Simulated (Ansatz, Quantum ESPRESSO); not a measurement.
# Complex bands of BAs, zinc blende type, lattice constant set to 4.747 Å, part 2 of 4

Wanted: the complex band structure of BAs, zinc blende type, lattice constant set to 4.747 Å, as for a tunnel barrier.

Quantum ESPRESSO 7.5; plane-wave DFT, LDA, GBRV ultrasoft pseudopotentials; cross-check by Ansatz 0.2.0 with PAW datasets.

So far. Step 2 (Ground state): The run needed 11 iterations to bring the estimated error under 1e-09 Ry.

## (3) Complex band structure

Level of this step: complex band structure by pwcond; plane-wave DFT, LDA, GBRV ultrasoft pseudopotentials (Quantum ESPRESSO).

ikind = 0 solves one period of the crystal for all kz, real and complex, at each energy and k across. ewind and epsproj trim the two-dimensional plane-wave basis; nz1 sets the subslabs.

cbs.in

```
&inputcond
  outdir = './out'
  prefixl = 'scf'
  band_file = 'cbs'
  ikind = 0
  ewind = 4.0
  epsproj = 1e-05
  nz1 = 7
  energy0 = 4.93
  denergy = -0.17
/
4
  0.00000000 0.00000000 1.00000000
  0.50000000 0.00000000 1.00000000
  0.50000000 0.50000000 1.00000000
  0.25000000 0.00000000 1.00000000
42
```

Command:

```sh
> OMP_NUM_THREADS=1 mpirun -n 2 pwcond.x -in cbs.in > cbs.out
```

The log of the run:

```text
[banner, memory and clock lines left out]
Program PWCOND v.7.5 starts

          URL

     ./out/scf.save/

     IMPORTANT: XC functional enforced from input :
     Exchange-correlation= PZ
                           (   1   1   0   0   0   0   0)
     Any further DFT definition will be discarded
     Please, verify this is what you really want

     Reading collected, re-writing distributed wavefunctions

===== INPUT FILE containing the left lead =====

     GEOMETRY:

     lattice parameter (alat)  =       6.3431  a.u.
     the volume                =     360.9311 (a.u.)^3
     the cross section         =      40.2352 (a.u.)^2
     l of the unit cell        =       1.4142 (alat)
     number of atoms/cell      =            4
     number of atomic types    =            2

     crystal axes: (cart. coord. in units of alat)
               a(1) = (  1.0000  0.0000  0.0000 )
               a(2) = (  0.0000  1.0000  0.0000 )
               a(3) = (  0.0000  0.0000  1.4142 )

   Cartesian axes

     site n.     atom                  positions (alat units)
          1        B      tau(  1)=(  0.0000  0.0000  1.4142  )
          2        As     tau(  2)=(  0.5000  0.0000  0.3536  )
          3        B      tau(  3)=(  0.5000  0.5000  0.7071  )
          4        As     tau(  4)=(  0.0000  0.5000  1.0607  )

     nr1s                      =           25
     nr2s                      =           25
     nr3s                      =           40
     nr1sx                     =           25
     nr2sx                     =           25
     nr3sx                     =           40
     nr1                       =           30
     nr2                       =           30
     nr3                       =           45
     nr1x                      =           30
     nr2x                      =           30
     nr3x                      =           45

 _______________________________
  Radii of nonlocal spheres:

     type       ibeta     ang. mom.          radius (alat units)
       B          1         0                    0.1972
       B          2         0                    0.1972
       B          3         1                    0.1972
       B          4         1                    0.1972
       As         1         0                    0.3038
       As         2         0                    0.3038
       As         3         1                    0.3038
       As         4         1                    0.3038
       As         5         2                    0.3038
       As         6         2                    0.3038
----- General information -----

----- Complex band structure calculation -----

     nrx                       =           25
     nry                       =           25
     nz1                       =            7

     energy0               =         4.9E+00
     denergy               =        -1.7E-01
     nenergy               =         42
     ecut2d                =         4.0E+01
     ewind                 =         4.0E+00
     epsproj               =         1.0E-05

     number of k_|| points=    4
                       cryst. coord.
        k(    1) = (   0.0000000   0.0000000), wk =   0.2500000
        k(    2) = (   0.5000000   0.0000000), wk =   0.2500000
        k(    3) = (   0.5000000   0.5000000), wk =   0.2500000
        k(    4) = (   0.2500000   0.0000000), wk =   0.2500000
----- Information about left lead -----

     nocros                   =            8
     noins                    =           44
     norb                     =           60
     norbf                    =           60
     nrz                      =           40

      iorb      type   ibeta   ang. mom.   m       position (alat)
        1        1       1        0        1   taunew(   1)=(  0.0000  0.0000  0.0000)
        2        1       2        0        1   taunew(   2)=(  0.0000  0.0000  0.0000)
        3        1       3        1        1   taunew(   3)=(  0.0000  0.0000  0.0000)
        4        1       3        1        2   taunew(   4)=(  0.0000  0.0000  0.0000)
        5        1       3        1        3   taunew(   5)=(  0.0000  0.0000  0.0000)
        6        1       4        1        1   taunew(   6)=(  0.0000  0.0000  0.0000)
        7        1       4        1        2   taunew(   7)=(  0.0000  0.0000  0.0000)
        8        1       4        1        3   taunew(   8)=(  0.0000  0.0000  0.0000)
        9        2       1        0        1   taunew(   9)=(  0.5000  0.0000  0.3536)
       10        2       2        0        1   taunew(  10)=(  0.5000  0.0000  0.3536)
       11        2       3        1        1   taunew(  11)=(  0.5000  0.0000  0.3536)
       12        2       3        1        2   taunew(  12)=(  0.5000  0.0000  0.3536)
       13        2       3        1        3   taunew(  13)=(  0.5000  0.0000  0.3536)
       14        2       4        1        1   taunew(  14)=(  0.5000  0.0000  0.3536)
       15        2       4        1        2   taunew(  15)=(  0.5000  0.0000  0.3536)
       16        2       4        1        3   taunew(  16)=(  0.5000  0.0000  0.3536)
       17        2       5        2        1   taunew(  17)=(  0.5000  0.0000  0.3536)
       18        2       5        2        2   taunew(  18)=(  0.5000  0.0000  0.3536)
       19        2       5        2        3   taunew(  19)=(  0.5000  0.0000  0.3536)
       20        2       5        2        4   taunew(  20)=(  0.5000  0.0000  0.3536)
       21        2       5        2        5   taunew(  21)=(  0.5000  0.0000  0.3536)
       22        2       6        2        1   taunew(  22)=(  0.5000  0.0000  0.3536)
       23        2       6        2        2   taunew(  23)=(  0.5000  0.0000  0.3536)
       24        2       6        2        3   taunew(  24)=(  0.5000  0.0000  0.3536)
       25        2       6        2        4   taunew(  25)=(  0.5000  0.0000  0.3536)
       26        2       6        2        5   taunew(  26)=(  0.5000  0.0000  0.3536)
       27        1       1        0        1   taunew(  27)=(  0.5000  0.5000  0.7071)
       28        1       2        0        1   taunew(  28)=(  0.5000  0.5000  0.7071)
       29        1       3        1        1   taunew(  29)=(  0.5000  0.5000  0.7071)
       30        1       3        1        2   taunew(  30)=(  0.5000  0.5000  0.7071)
       31        1       3        1        3   taunew(  31)=(  0.5000  0.5000  0.7071)
       32        1       4        1        1   taunew(  32)=(  0.5000  0.5000  0.7071)
       33        1       4        1        2   taunew(  33)=(  0.5000  0.5000  0.7071)
       34        1       4        1        3   taunew(  34)=(  0.5000  0.5000  0.7071)
       35        2       1        0        1   taunew(  35)=(  0.0000  0.5000  1.0607)
       36        2       2        0        1   taunew(  36)=(  0.0000  0.5000  1.0607)
       37        2       3        1        1   taunew(  37)=(  0.0000  0.5000  1.0607)
       38        2       3        1        2   taunew(  38)=(  0.0000  0.5000  1.0607)
       39        2       3        1        3   taunew(  39)=(  0.0000  0.5000  1.0607)
       40        2       4        1        1   taunew(  40)=(  0.0000  0.5000  1.0607)
       41        2       4        1        2   taunew(  41)=(  0.0000  0.5000  1.0607)
       42        2       4        1        3   taunew(  42)=(  0.0000  0.5000  1.0607)
       43        2       5        2        1   taunew(  43)=(  0.0000  0.5000  1.0607)
       44        2       5        2        2   taunew(  44)=(  0.0000  0.5000  1.0607)
       45        2       5        2        3   taunew(  45)=(  0.0000  0.5000  1.0607)
       46        2       5        2        4   taunew(  46)=(  0.0000  0.5000  1.0607)
       47        2       5        2        5   taunew(  47)=(  0.0000  0.5000  1.0607)
       48        2       6        2        1   taunew(  48)=(  0.0000  0.5000  1.0607)
       49        2       6        2        2   taunew(  49)=(  0.0000  0.5000  1.0607)
       50        2       6        2        3   taunew(  50)=(  0.0000  0.5000  1.0607)
       51        2       6        2        4   taunew(  51)=(  0.0000  0.5000  1.0607)
       52        2       6        2        5   taunew(  52)=(  0.0000  0.5000  1.0607)
       53        1       1        0        1   taunew(  53)=(  0.0000  0.0000  1.4142)
       54        1       2        0        1   taunew(  54)=(  0.0000  0.0000  1.4142)
       55        1       3        1        1   taunew(  55)=(  0.0000  0.0000  1.4142)
       56        1       3        1        2   taunew(  56)=(  0.0000  0.0000  1.4142)
       57        1       3        1        3   taunew(  57)=(  0.0000  0.0000  1.4142)
       58        1       4        1        1   taunew(  58)=(  0.0000  0.0000  1.4142)
       59        1       4        1        2   taunew(  59)=(  0.0000  0.0000  1.4142)
       60        1       4        1        3   taunew(  60)=(  0.0000  0.0000  1.4142)
    k slab    z(k)  z(k+1)     crossing(iorb=1,norb)
    1   0.0000 0.0354 0.0354   111111110000000000000000000000000000000000000000000000000000
    2   0.0354 0.0707 0.0354   111111111111111111111111110000000000000000000000000000000000
    3   0.0707 0.1061 0.0354   111111111111111111111111110000000000000000000000000000000000
    4   0.1061 0.1414 0.0354   111111111111111111111111110000000000000000000000000000000000
    5   0.1414 0.1768 0.0354   111111111111111111111111110000000000000000000000000000000000
    6   0.1768 0.2121 0.0354   111111111111111111111111110000000000000000000000000000000000
    7   0.2121 0.2475 0.0354   000000001111111111111111110000000000000000000000000000000000
    8   0.2475 0.2828 0.0354   000000001111111111111111110000000000000000000000000000000000
    9   0.2828 0.3182 0.0354   000000001111111111111111110000000000000000000000000000000000
   10   0.3182 0.3536 0.0354   000000001111111111111111110000000000000000000000000000000000
   11   0.3536 0.3889 0.0354   000000001111111111111111110000000000000000000000000000000000
   12   0.3889 0.4243 0.0354   000000001111111111111111110000000000000000000000000000000000
   13   0.4243 0.4596 0.0354   000000001111111111111111110000000000000000000000000000000000
   14   0.4596 0.4950 0.0354   000000001111111111111111110000000000000000000000000000000000
   15   0.4950 0.5303 0.0354   000000001111111111111111111111111100000000000000000000000000
   16   0.5303 0.5657 0.0354   000000001111111111111111111111111100000000000000000000000000
   17   0.5657 0.6010 0.0354   000000001111111111111111111111111100000000000000000000000000
   18   0.6010 0.6364 0.0354   000000001111111111111111111111111100000000000000000000000000
   19   0.6364 0.6718 0.0354   000000001111111111111111111111111100000000000000000000000000
   20   0.6718 0.7071 0.0354   000000000000000000000000001111111100000000000000000000000000
   21   0.7071 0.7425 0.0354   000000000000000000000000001111111100000000000000000000000000
   22   0.7425 0.7778 0.0354   000000000000000000000000001111111111111111111111111100000000
   23   0.7778 0.8132 0.0354   000000000000000000000000001111111111111111111111111100000000
   24   0.8132 0.8485 0.0354   000000000000000000000000001111111111111111111111111100000000
   25   0.8485 0.8839 0.0354   000000000000000000000000001111111111111111111111111100000000
   26   0.8839 0.9192 0.0354   000000000000000000000000001111111111111111111111111100000000
   27   0.9192 0.9546 0.0354   000000000000000000000000000000000011111111111111111100000000
   28   0.9546 0.9899 0.0354   000000000000000000000000000000000011111111111111111100000000
   29   0.9899 1.0253 0.0354   000000000000000000000000000000000011111111111111111100000000
   30   1.0253 1.0607 0.0354   000000000000000000000000000000000011111111111111111100000000
   31   1.0607 1.0960 0.0354   000000000000000000000000000000000011111111111111111100000000
   32   1.0960 1.1314 0.0354   000000000000000000000000000000000011111111111111111100000000
   33   1.1314 1.1667 0.0354   000000000000000000000000000000000011111111111111111100000000
   34   1.1667 1.2021 0.0354   000000000000000000000000000000000011111111111111111100000000
   35   1.2021 1.2374 0.0354   000000000000000000000000000000000011111111111111111111111111
   36   1.2374 1.2728 0.0354   000000000000000000000000000000000011111111111111111111111111
   37   1.2728 1.3081 0.0354   000000000000000000000000000000000011111111111111111111111111
   38   1.3081 1.3435 0.0354   000000000000000000000000000000000011111111111111111111111111
   39   1.3435 1.3789 0.0354   000000000000000000000000000000000011111111111111111111111111
   40   1.3789 1.4142 0.0354   000000000000000000000000000000000000000000000000000011111111
 ngper, shell number =          129          21
 ngper, n2d =          129         119
---  E-Ef =    4.9300000  k =    0.0000000   0.0000000
---  ie =          1  ik =          1
 Nchannels of the left tip =            3
 Right moving states:
   k1(2pi/a)   k2(2pi/a)   E-Ef (eV)
   0.2576972   0.0000000   4.9300000
   0.2576972   0.0000000   4.9300000
  -0.4568460  -0.0000000   4.9300000
 Left moving states:
   k1(2pi/a)   k2(2pi/a)   E-Ef (eV)
  -0.2576972  -0.0000000   4.9300000
  -0.2576972  -0.0000000   4.9300000
   0.4568461   0.0000000   4.9300000

---  E-Ef =    4.7600000  k =    0.0000000   0.0000000
---  ie =          2  ik =          1
 Nchannels of the left tip =            3
 Right moving states:
   k1(2pi/a)   k2(2pi/a)   E-Ef (eV)
   0.2401871   0.0000000   4.7600000
   0.2401871   0.0000000   4.7600000
  -0.4755355   0.0000000   4.7600000
 Left moving states:
   k1(2pi/a)   k2(2pi/a)   E-Ef (eV)
  -0.2401871  -0.0000000   4.7600000
  -0.2401871  -0.0000000   4.7600000
   0.4755356   0.0000000   4.7600000
[... further energies and points left out ...]
---  E-Ef =   -1.8700000  k =    0.2500000   0.0000000
---  ie =         41  ik =          4
 Nchannels of the left tip =            3
 Right moving states:
   k1(2pi/a)   k2(2pi/a)   E-Ef (eV)
   0.0946462  -0.0000000  -1.8700000
  -0.3967716   0.0000000  -1.8700000
  -0.4318700   0.0000000  -1.8700000
 Left moving states:
   k1(2pi/a)   k2(2pi/a)   E-Ef (eV)
  -0.0946463  -0.0000000  -1.8700000
   0.3967714   0.0000000  -1.8700000
   0.4318702  -0.0000000  -1.8700000

---  E-Ef =   -2.0400000  k =    0.2500000   0.0000000
---  ie =         42  ik =          4
 Nchannels of the left tip =            3
 Right moving states:
   k1(2pi/a)   k2(2pi/a)   E-Ef (eV)
   0.0677130  -0.0000000  -2.0400000
  -0.4323521   0.0000000  -2.0400000
  -0.4532251   0.0000000  -2.0400000
 Left moving states:
   k1(2pi/a)   k2(2pi/a)   E-Ef (eV)
  -0.0677131  -0.0000000  -2.0400000
   0.4323519   0.0000000  -2.0400000
   0.4532253  -0.0000000  -2.0400000

Note: The following floating-point exceptions are signalling: IEEE_UNDERFLOW_FLAG IEEE_DENORMAL
Note: The following floating-point exceptions are signalling: IEEE_UNDERFLOW_FLAG IEEE_DENORMAL
```

Wall time 76 s (2 MPI ranks of Intel Xeon 6975P-C (Granite Rapids), shared host); peak memory 0.15 GiB.

This step gave:

| Property | Result |
| --- | --- |
| peak of the smallest κ at the zone centre | 0.189 Å⁻¹ |
| energy of the peak at the zone centre | 0.85 eV |
| peak of the smallest κ at (1/2, 0) | 0.258 Å⁻¹ |
| peak of the smallest κ at (1/4, 0) | 0.253 Å⁻¹ |

K across = (0, 0) in the cell's reciprocal vectors; values within 0.0025 1/Å of each other count once, columns are sorted by size at each energy, a dash where no further value was kept. The Im kz of the slowest decaying states by energy, zero at the highest filled level of the SCF mesh:

```
energy (eV)  decay 1 (Å⁻¹)  decay 2 (Å⁻¹)  decay 3 (Å⁻¹)
      -2.04          0.936           1.81           2.06
      -1.87           0.91           1.80           2.05
      -1.70          0.884           1.78           2.04
      -1.53          0.856           1.77           2.03
      -1.36          0.828           1.76           2.02
      -1.02          0.769           1.74           1.99
      -0.85          0.738           1.73           1.98
      -0.68          0.706           1.72           1.97
      -0.51          0.672           1.70           1.96
      -0.34          0.636           1.69           1.94
      -0.17          0.597           1.68           1.93
       0.00           0.01          0.015          0.557
       0.17          0.098          0.102          0.512
       0.34          0.134          0.141          0.464
       0.68          0.176          0.193          0.346
       0.85          0.189          0.212          0.267
       1.02          0.151          0.198          0.228
       1.19          0.205          0.242           1.58
       1.36          0.021          0.209          0.254
       1.53           0.21          0.265           1.56
       1.70           0.21          0.274           1.54
       1.87          0.207          0.282           1.53
       2.04          0.202          0.289           1.52
       2.21          0.195          0.295           1.51
       2.55          0.172          0.306           1.48
       2.72          0.155           0.31           1.47
       2.89          0.133          0.315           1.45
       3.06          0.104           0.32           1.44
       3.23          0.055          0.327           1.43
       3.40          0.096          0.334           1.41
       3.57           0.14          0.343           1.40
       3.74          0.161          0.352           1.39
       3.91           0.17          0.363           1.37
       4.25          0.165          0.382           1.35
       4.42          0.153           0.39           1.33
       4.59          0.134          0.398           1.32
       4.76          0.104          0.404           1.30
       4.93          0.043          0.408           1.29
```

K across = (0, 0) in the cell's reciprocal vectors. Re kz of states that move upwards against energy, zero at the highest filled level of the SCF mesh:

```
energy (eV)  channel 1 (Å⁻¹)  channel 2 (Å⁻¹)  channel 3 (Å⁻¹)
      -2.04           -0.501           -0.501           -0.413
      -1.87           -0.466           -0.466           -0.391
      -1.53           -0.398           -0.398           -0.345
      -1.36           -0.364           -0.364           -0.322
      -1.02           -0.298           -0.298           -0.271
      -0.85           -0.264           -0.264           -0.244
      -0.68           -0.229           -0.229           -0.216
      -0.34           -0.152           -0.152           -0.148
      -0.17           -0.104           -0.104           -0.103
       0.00                -                -                -
       0.17                -                -                -
       0.34                -                -                -
       0.68                -                -                -
       0.85                -                -                -
       1.02                -                -                -
       1.36            0.543                -                -
       1.53           0.0752            0.629                -
       1.87           -0.558            0.186                -
       2.04           -0.498            0.231                -
       2.21           -0.441            0.272                -
       2.55           -0.332            0.344                -
       2.72           -0.277            0.377                -
       3.06           -0.157            0.438                -
       3.23          -0.0746            0.467                -
       3.57            0.122            0.122            0.521
       3.74            0.158            0.158            0.547
       3.91            0.189            0.189            0.572
       4.25            0.244            0.244            0.621
       4.42            0.270            0.270            0.646
       4.76           -0.629            0.318            0.318
       4.93           -0.605            0.341            0.341
```

[end of part 2 of 4]

[Logs are printed without paths, hosts, clocks, repeated set-up lines and the standing remarks that a program may print on its own settings, such as how far it seeks lower states.]

[Hosts, paths, dates, database ids (printed as entryN), source tags and the programs' standing remarks are cut or masked in the printed files.]

[Maps of the electrostatic potential energy from Ansatz leave out the sawtooth potential of an applied field or a dipole correction, so their vacuum need not be flat; planar profiles and work functions include it.]
